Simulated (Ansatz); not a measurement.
## H-GaN-H chair monolayer in a perpendicular field

Wanted: the out-of-plane response of the H-GaN-H chair monolayer. A positive field points along +c.

Method: plane-wave DFT, PBE-D3(BJ), Ansatz PAW, in Ansatz 0.2.0.

The raw output is cut from this account; settings, times and results stay.

## 1. The system as given

The cell holds 4 atoms: 2 H, 1 N and 1 Ga. Its edges and angles: a = 3.184 Å, b = 3.184 Å, c = 37.393 Å, α = 90.0°, β = 90.0°, γ = 120.0°. Vacuum lies along c.

## 2. Relaxation

The starting cell is a guess, so the in-plane lattice and the atoms are relaxed first, with the slab cut off from its images along the normal.

Contents of input.yaml:

```yaml
crystal:
  lattice:
    - [3.1845, 0.0, 0.0]
    - [-1.59225, 2.7578578984, 0.0]
    - [0.0, 0.0, 37.3933333353]
  atoms:
    - { symbol: H, position: [0.6666666667, 0.3333333333, 0.4573007666] }
    - { symbol: "N", position: [0.6666666667, 0.3333333333, 0.4845783562] }
    - { symbol: Ga, position: [0.3333333333, 0.6666666667, 0.501782849] }
    - { symbol: H, position: [0.3333333333, 0.6666666667, 0.5426992334] }
  periodic: [true, true, false]
kpoints:
  mp_grid: { grid: [12, 12, 1] }
hamiltonian:
  xc: pbe
  dispersion: d3bj
scf:
  occupations: { method: fermi_dirac, width: 0.05 }
  convergence: { dr2_threshold: 1.0e-09 }
relax:
  f_tol: 0.004
  max_steps: 90
  cell: {}
output:
  write_potential: true
  write_density: true
  volumetric_format: npy
```

The run is started by

```sh
> ansatz run input.yaml --threads 2 --pin off --max-ram 3072MiB --backend cpu --events-out ev --progress --plain --runs-dir out
```

It took 31 s on 2 threads of Arm Neoverse V2, shared host; peak memory 0.5 GiB; 59 s of CPU time.

The steps of the relaxation:

| step | energy less that of the first step (eV) | largest force component (eV/Å) | volume (Å³) |
| --- | --- | --- | --- |
| 1 | 0.0000 | 0.9652 | 328.40 |
| 2 | -0.0562 | 0.1325 | 326.89 |
| 3 | -0.0595 | 0.0366 | 330.26 |
| 4 | -0.0597 | 0.0061 | 332.91 |
| 5 | -0.0597 | 0.0030 | 332.99 |
| 6* | -0.0613 | 0.0025 | 332.99 |

Relaxation steps marked * repeat the geometry before them on a plane-wave basis chosen anew for their cell, so energy and pressure can jump there.

Forces are held to the 6 operations that the program found; a distortion that breaks them can't arise in this run.

| cell as run | before | after | change |
| --- | --- | --- | --- |
| a (Å) | 3.184 | 3.207 | +0.7 % |
| b (Å) | 3.184 | 3.207 | +0.7 % |

The atoms that moved most (Å, along periodic axes as changes of fractional coordinates times the final cell, across vacuum about the mean position):

| atom | dx | dy | dz | length |
| --- | --- | --- | --- | --- |
| H4 | 0.000 | 0.000 | 0.053 | 0.053 |
| H1 | 0.000 | 0.000 | -0.047 | 0.047 |
| N2 | 0.000 | 0.000 | -0.042 | 0.042 |
| Ga3 | 0.000 | 0.000 | 0.036 | 0.036 |

Final coordinates:

```xyz
4
Lattice="3.2067 0.0000 0.0000 -1.6033 2.7771 0.0000 0.0000 0.0000 37.3933" Properties=species:S:1:pos:R:3
H     1.6033    0.9257   17.0535
N     1.6033    0.9257   18.0777
Ga    0.0000    1.8514   18.7989
H     0.0000    1.8514   20.3466
```

Numbers from this step:

| Quantity | Value |
| --- | --- |
| gap on the k-mesh | 2.975 eV |

The lattice constant a goes from 3.184 to 3.207 Å.

## 3. Single point, field 0

A sawtooth potential applies the field, turning back in the middle of the vacuum. With the dipole correction the typed value is the field outside the slab. The induced dipole is small, so the SCF threshold is tight.

The cell differs from the one that the last finished run ended in (c 37.393 → 21.293 Å).

Contents of input.yaml:

```yaml
crystal:
  lattice:
    - [3.2066779181, 0.0, 0.0]
    - [-1.603338959, 2.7770645388, 0.0]
    - [0.0, 0.0, 21.2930998855]
  atoms:
    - { symbol: H, position: [0.6666666667, 0.3333333333, 0.4226721355] }
    - { symbol: "N", position: [0.6666666667, 0.3333333333, 0.4707714609] }
    - { symbol: Ga, position: [0.3333333333, 0.6666666667, 0.5046437885] }
    - { symbol: H, position: [0.3333333333, 0.6666666667, 0.5773278645] }
kpoints:
  mp_grid: { grid: [18, 18, 1] }
  band_path:
    path: [[0, 0, 0], [0.5, 0, 0], [0.33333333, 0.33333333, 0], [0, 0, 0]]
    npoints: 16
hamiltonian:
  xc: pbe
  dispersion: d3bj
scf:
  occupations: { method: fermi_dirac, width: 0.02585 }
  convergence: { dr2_threshold: 1.0e-10 }
efield:
  axis: 3
  dipole_correction: true
  ramp_position: 0.97
  ramp_width: 0.06
  amplitude: 0
output:
  dos: { projected: true, e_range: [-6, 5] }
  write_potential: true
  write_density: true
  volumetric_format: npy
  elf: true
```

Wall time 9.5 s (2 threads); peak memory 0.44 GiB.

Read from the output:

- dipole along the normal: -0.1630 e·Å
- gap along the path: 2.975 eV
- smallest direct gap along the path: 2.975 eV
- step between the vacuum levels: 3.312 eV
- ionisation energy, upper face: 7.438 eV
- electron affinity, upper face: 4.462 eV
- ionisation energy, lower face: 4.126 eV
- gap, the smaller of path and mesh: 2.975 eV

Running mean over a fixed 2.5 Å (it still follows the layers) of the planar mean; the ramp of the sawtooth is left out. The electron's electrostatic potential energy less the Fermi level by z:

z (Å), electron's electrostatic potential energy less the Fermi level (eV) and a bar from the least value:
```
      3.0       2.62 #####################
      3.5       2.62 #####################
      4.0       2.62 #####################
      4.5       2.62 #####################
      5.0       2.62 #####################
      5.5       2.62 #####################
      6.0       2.62 #####################
      6.5       2.62 #####################
      7.0       2.59 #####################
      7.5       2.43 #####################
      8.0       1.96 ###################
      8.5       1.15 #################
      9.0      -1.15 ###########
      9.5      -3.42 #####
     10.0      -4.94 #
     10.5      -5.16 
     11.0      -4.39 ##
     11.5      -1.97 #########
     12.0       0.90 ################
     12.5       3.22 #######################
     13.0       4.59 ##########################
     13.5       5.27 ############################
     14.0       5.79 ##############################
     14.5       5.91 ##############################
     15.0       5.93 ##############################
     15.5       5.93 ##############################
     16.0       5.94 ##############################
     16.5       5.94 ##############################
     17.0       5.94 ##############################
     17.5       5.94 ##############################
     18.0       5.94 ##############################
```

The density of states has structure finer than the step of the table below, so its rows give means over 0.25 eV. Peaks (eV: height): -3.220: 2.70, -2.690: 6.94, -2.420: 7.76, -2.310: 6.17.

The density of states by energy, zero at the Fermi level of the run, which the smearing sets inside the gap; means over each step:

| energy (eV) | density of states (states/eV a cell) |
| --- | --- |
| -5.75 | 0.981 |
| -5.50 | 0.716 |
| -5.25 | 0.567 |
| -5.00 | 0.477 |
| -4.75 | 0.493 |
| -4.50 | 0.671 |
| -4.25 | 0.698 |
| -4.00 | 0.717 |
| -3.75 | 0.780 |
| -3.50 | 0.916 |
| -3.25 | 1.34 |
| -3.00 | 0.887 |
| -2.75 | 2.65 |
| -2.50 | 2.77 |
| -2.25 | 4.49 |
| -2.00 | 1.22 |
| -1.75 | 0.693 |
| -1.50 | 0.270 |
| -1.25 | 0 |
| -1.00 | 0 |
| -0.75 | 0 |
| -0.50 | 0 |
| -0.25 | 0 |
| 0.00 | 0 |
| 0.25 | 0 |
| 0.50 | 0 |
| 0.75 | 0 |
| 1.00 | 0 |
| 1.25 | 0 |
| 1.50 | 0.114 |
| 1.75 | 0.276 |
| 2.00 | 0.341 |
| 2.25 | 0.389 |
| 2.50 | 0.419 |
| 2.75 | 0.455 |
| 3.00 | 0.720 |
| 3.25 | 0.823 |

Projected DOS per atom over height of the atomic layer and energy from the Fermi level. Layers: H N Ga H from below.

Ten even steps from '0' (0.00 states/eV) to '9' (1.34 states/eV), each cell a mean:
```
0010
0000
0000
0000
0000
0000
0000
0000
0000
0000
0000
0100
0511
0989
0833
0511
0410
0310
0310
0200
0310
0510
```
Columns: height of the atomic layer (Å) from 9 to 12.3 (not evenly spaced); rows upwards: energy from the Fermi level (eV) from -5.96 to 3.4.

Electronic bands along the path, in eV, zero at the Fermi level of the run, which the smearing sets inside the gap:

| point | band 7 | band 8 | band 9 | band 10 | band 11 | band 12 | band 13 | band 14 |
| --- | --- | --- | --- | --- | --- | --- | --- | --- |
| Γ | -8.17 | -3.24 | -1.50 | -1.50 | 1.47 | 2.86 | 3.57 | 4.84 |
| halfway | -7.70 | -4.26 | -2.67 | -2.15 | 2.75 | 4.23 | 4.93 | 5.74 |
| M | -7.02 | -6.29 | -2.72 | -2.32 | 3.64 | 5.58 | 6.30 | 6.47 |
| halfway | -6.83 | -6.16 | -3.75 | -2.17 | 4.37 | 5.90 | 6.50 | 6.87 |
| K | -6.53 | -6.02 | -4.74 | -2.06 | 5.02 | 5.90 | 7.09 | 7.27 |
| halfway | -7.56 | -4.53 | -2.77 | -2.50 | 3.14 | 4.67 | 5.42 | 6.00 |
| Γ | -8.17 | -3.24 | -1.50 | -1.50 | 1.47 | 2.86 | 3.57 | 4.84 |

ELF in the ca plane at fractional y = 0.333, with atoms of H and N within 0.2 Å of it. It is the smooth field of the valence electrons, not physical close to the nuclei.

Ten even steps from '0' (0.00) to '9' (0.99), each cell a mean:
```
00000000000000000024556775211221000000000000
00000000000000000268997577410000000000000000
00000000000000000379997247410000000000000000
00000000000000000258987677410000000000000000
00000000000000000023445775212332100000000000
00000000000000000000012332224787420000000000
00000000000000000000001111225898630000000000
00000000000000000000012332124776410000000000
```
Columns run along c (16.0 Å, from fractional 0.07 to 0.82 of the cell), rows up along a (3.2 Å). Atoms in or near the plane, at fractional coordinates: H at (0.42, 0.67), N at (0.47, 0.67).

Electrostatic potential energy in the ca plane at fractional y = 0.333, with atoms of H and N within 0.2 Å of it. With pseudopotentials it is smooth inside the atoms' cores, unlike the true potential.

Ten even steps from '0' (-24 eV) to '9' (3 eV), each cell a mean:
```
99999999999999998888756788999999999999999999
99999999999999988733100589999999999999999999
99999999999999988500000389999999999999999999
99999999999999988744101589999999999999999999
99999999999999998888766778999999999999999999
99999999999999999999876557899999999999999999
99999999999999999999875457899999999999999999
99999999999999999999876567899999999999999999
```
Columns run along c (16.0 Å, from fractional 0.11 to 0.86 of the cell; values clipped at the 3rd and 97th percentile), rows up along a (3.2 Å). Atoms in or near the plane, at fractional coordinates: H at (0.42, 0.67), N at (0.47, 0.67).

Valence density in the ca plane at fractional y = 0.333, with atoms of H and N within 0.2 Å of it. It is the smooth field of the valence electrons, not physical close to the nuclei.

Ten steps, logarithmic in the rise over the least value, from '0' (0.0 e/Å³) to '9' (3.5 e/Å³), each cell a mean:
```
00000000000000000234676542211000000000000000
00000000000000001367899742110000000000000000
00000000000000001478999742100000000000000000
00000000000000001357898642110000000000000000
00000000000000000134566542211000000000000000
00000000000000000012345543322100000000000000
00000000000000000011234544332100000000000000
00000000000000000012345543322100000000000000
```
Columns run along c (16.0 Å, from fractional 0.11 to 0.86 of the cell), rows up along a (3.2 Å). Atoms in or near the plane, at fractional coordinates: H at (0.42, 0.67), N at (0.47, 0.67).

The gap is 2.98 eV, with the valence edge 7.44 eV and the conduction edge 4.46 eV under the upper vacuum level.

## 4. Atoms held, field 0.1 V/Å

Changes to input.yaml since step 3:

```diff
@@ -26,5 +26,4 @@
   ramp_width: 0.06
-  amplitude: 0
+  amplitude: 0.1
 output:
-  dos: { projected: true, e_range: [-6, 5] }
   write_potential: true
@@ -32,2 +31 @@
   volumetric_format: npy
-  elf: true
```

It took 11 s on 2 threads; peak memory 0.41 GiB.

The dipole is -0.146 e·Å, 0.0170 e·Å from its value without field, and the gap 2.854 eV.

## 5. Atoms held, field -0.1 V/Å

Changes to input.yaml since step 4:

```diff
@@ -26,3 +26,3 @@
   ramp_width: 0.06
-  amplitude: 0.1
+  amplitude: -0.1
 output:
```

Run time: 10 s. Hardware: 2 threads; peak memory 0.41 GiB.

The dipole is -0.180 e·Å, -0.0169 e·Å from its value without field, and the gap 3.077 eV.

## 6. Response, atoms held

This step: plane-wave DFT, PBE-D3(BJ), Ansatz PAW; response to a field along the normal, atoms held (Ansatz 0.2.0).

The dipoles give the slope, and the difference of two potentials shows where the field is screened.

This step gave:

```
equivalent conductor thickness p/(ε₀AE) : 3.444 Å
distance between the outer atoms        : 3.293 Å
```

Table of dipole of the cell by applied field:

| applied field (V/Å) | dipole of the cell (e·Å) |
| --- | --- |
| -0.1000 | -0.180 |
| 0.0000 | -0.163 |
| 0.1000 | -0.146 |

Local field over the applied field, running mean. From the potentials at -0.1 and 0.1 V/Å; running mean over 2.5 Å. The local field over applied field by z:

z (Å), local field over applied field and a bar from the least value:
```
     4.14      1.000 ##############################
     4.58      1.000 ##############################
     5.03      0.999 ##############################
     5.47      0.999 ##############################
     5.91      0.996 ##############################
     6.36      0.990 ##############################
     6.80      0.975 #############################
     7.25      0.938 ############################
     7.69      0.863 #########################
     8.13      0.742 ####################
     8.58      0.603 ###############
     9.02      0.455 ##########
     9.46      0.318 #####
     9.91      0.235 #
    10.35      0.204 
    10.94      0.196 
    11.39      0.235 #
    11.83      0.336 #####
    12.27      0.450 #########
    12.72      0.562 ##############
    13.16      0.697 ###################
    13.60      0.832 ########################
    14.05      0.925 ###########################
    14.49      0.971 #############################
    14.93      0.989 ##############################
    15.38      0.996 ##############################
    15.82      0.999 ##############################
    16.27      1.000 ##############################
    16.71      1.000 ##############################
    17.15      1.000 ##############################
```

The induced electron density oscillates, so the rows of the table below give means over 0.5 Å (shorter at the two ends). Its distinct maxima (Å: e/Å³ per V/Å): 8.87: 0.00370, 10.06: 0.00205, 11.53: 0.00166. Distinct minima: 9.61: 3.1e-4, 10.79: -0.00248, 12.57: -0.00396.

Electrons, planar mean, per unit field. Table of induced electron density by z; means over each step:

| z (Å) | induced electron density (e/Å³ per V/Å) |
| --- | --- |
| 4.5 | 7.7e-7 |
| 5.0 | 2.4e-6 |
| 5.5 | 7.2e-6 |
| 6.0 | 2.2e-5 |
| 6.5 | 6.5e-5 |
| 7.0 | 1.8e-4 |
| 7.5 | 5.1e-4 |
| 8.0 | 0.00131 |
| 8.5 | 0.00282 |
| 9.0 | 0.00316 |
| 9.5 | 9.3e-4 |
| 10.0 | 0.00122 |
| 10.5 | -0.00129 |
| 11.0 | -0.00144 |
| 11.5 | 0.00125 |
| 12.0 | -6.6e-4 |
| 12.5 | -0.00363 |
| 13.0 | -0.00270 |
| 13.5 | -0.00119 |
| 14.0 | -4.1e-4 |
| 14.5 | -1.3e-4 |
| 15.0 | -3.8e-5 |
| 15.5 | -1.0e-5 |
| 16.0 | -2.7e-6 |
| 16.5 | -6.5e-7 |
| 17.0 | -1.8e-7 |

The smaller of the gaps on the path and on the k-mesh, counted as 0 under 0.03 eV; in a wide-gap layer a fall can come from a state in the tilted vacuum. Table of gap by applied field:

| applied field (V/Å) | gap (eV) |
| --- | --- |
| -0.1000 | 3.08 |
| 0.0000 | 2.98 |
| 0.1000 | 2.85 |

By hand: between -0.1 and 0.1 V/Å the dipole changes by 0.03389 e·Å, a slope of 0.1695 e·Å²/V. A perfect conductor of thickness t has p = ε₀AEt, so t = 180.95 × 0.1695 / 8.905 = 3.44 Å (e/ε₀ = 180.95 V·Å, A in Å²).

The induced dipole is that of a conductor 3.44 Å thick.

## 7. Outcome

```yaml
gap_without_field: 2.98 eV
ionisation_energy_upper_face: 7.44 eV
electron_affinity_upper_face: 4.46 eV
step_between_the_vacuum_levels: 3.31 eV
equivalent_conductor_thickness_atoms_held: 3.44 Å
```

**Reading.** The induced dipole equals that of a perfect conductor 3.44 Å thick, while the outer atoms lie 3.29 Å apart; an out-of-plane ε follows only once a thickness t is chosen, by 1 − 1/ε = 3.44 Å / t. The two faces differ: the vacuum level above lies 3.31 eV higher than the one below. The gap goes from 2.98 eV to 3.08 eV at -0.1 V/Å. With the field reversed it is 2.85 eV at 0.1 V/Å. Semilocal functionals give gaps that are too small, and excitons are not included. Spin-orbit coupling is left out.

[Long decimals in the printed logs are rounded to 6 places.]

[Logs are printed without paths, hosts, clocks, repeated set-up lines and the standing remarks that a program may print on its own settings, such as how far it seeks lower states.]

[Hosts, paths, dates, database ids (printed as entryN), source tags and the programs' standing remarks are cut or masked in the printed files.]

[Maps of the electrostatic potential energy from Ansatz leave out the sawtooth potential of an applied field or a dipole correction, so their vacuum need not be flat; planar profiles and work functions include it.]

[The density of states shown here was stored with 400 of the rows of the run's finer table, so its peaks can read low, often by over a quarter, or be missed, and its means over a window can be off by a tenth or more.]
